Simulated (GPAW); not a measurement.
Consider zinc-blende (GaAs)1-x(AlAs)x, x = 0.125.

```xyz
16
Lattice="0.0000 5.6540 5.6540 5.6540 0.0000 5.6540 5.6540 5.6540 0.0000" Properties=species:S:1:pos:R:3 pbc="T T T"
Ga    5.6578    5.6529    0.0080
As    1.4255    1.4142    1.4131
Ga    8.4751    2.8404    5.6488
As    4.2350    4.2435    1.4190
Ga    2.8423    5.6469    8.4734
As    4.2329    1.4122    4.2535
Ga    5.6433    8.4586    8.4672
As    7.0653    4.2315    4.2143
Ga    0.0217    2.8336    2.8316
As    1.4331    4.2395    4.2598
Ga    2.8374    5.6647    2.8447
As    4.2541    7.0825    4.2489
Al    2.8376    2.8273    5.6630
As    4.2575    4.2320    7.0577
Ga    5.6714    5.6502    5.6426
As    7.0850    7.0644    7.0596
```

Absorber: atom 2, with 4 Ga at 2.45 Å (tetrahedral). Method: GPAW, PBE, excited-electron core hole (neutral cell), 16-atom cell with 8.0 Å between holes, 4×4×4 k points, dipole transitions, Gaussian full width 2.14 eV up to 4 eV, rising linearly to 3.5 eV at 25 eV.

**Question.** What does the As K edge look like?

Main maxima up to 27 eV above the zero (height): 4.6 eV (1.51), 7.6 eV (1.29), 13.4 eV (0.84), 18.6 eV (0.91) and 25.6 eV (1.07). A K edge sees empty p states on the absorber. 

The As K spectrum (energy from the bottom of the conduction band, which holds the excited electron; intensity scaled to a mean of 1 over the first 20 eV):

```csv
E (eV),intensity
-2.0,0.00
-1.4,0.01
-0.8,0.04
-0.2,0.14
0.4,0.38
1.0,0.74
1.6,1.06
2.2,1.21
2.8,1.22
3.4,1.28
4.0,1.43
4.6,1.51
5.2,1.41
5.8,1.27
6.4,1.22
7.0,1.27
7.6,1.29
8.2,1.25
8.8,1.18
9.4,1.10
10.0,0.99
10.6,0.89
11.2,0.82
11.8,0.80
12.4,0.82
13.0,0.84
13.6,0.84
14.2,0.82
14.8,0.78
15.4,0.74
16.0,0.73
16.6,0.75
17.2,0.81
17.8,0.87
18.4,0.91
19.0,0.90
19.6,0.88
20.2,0.88
20.8,0.89
21.4,0.90
22.0,0.90
22.6,0.89
23.2,0.88
23.8,0.91
24.4,0.97
25.0,1.04
25.6,1.07
26.2,1.05
26.8,0.97
27.4,0.85
```

The script folds with a Gaussian, whereas the core hole's own line is a Lorentzian, so the onset is too steep and the first peak too high.

[Banner, clock and machine lines of the logs are left out without a mark of their own.]

[Logs are printed without paths, hosts, clocks, repeated set-up lines and the standing remarks that a program may print on its own settings, such as how far it seeks lower states.]

[Hosts, paths, dates, database ids (printed as entryN), source tags and the programs' standing remarks are cut or masked in the printed files.]

[Lists of maxima count a maximum above −3 eV only where it reaches 4 % of the highest in the window and stands out from its surroundings by 2 % of it (1.5 % where it reaches 55 %); shoulders and weaker maxima are passed over, and of the rest the first, up to two pre-edge ones and the few strongest are named.]
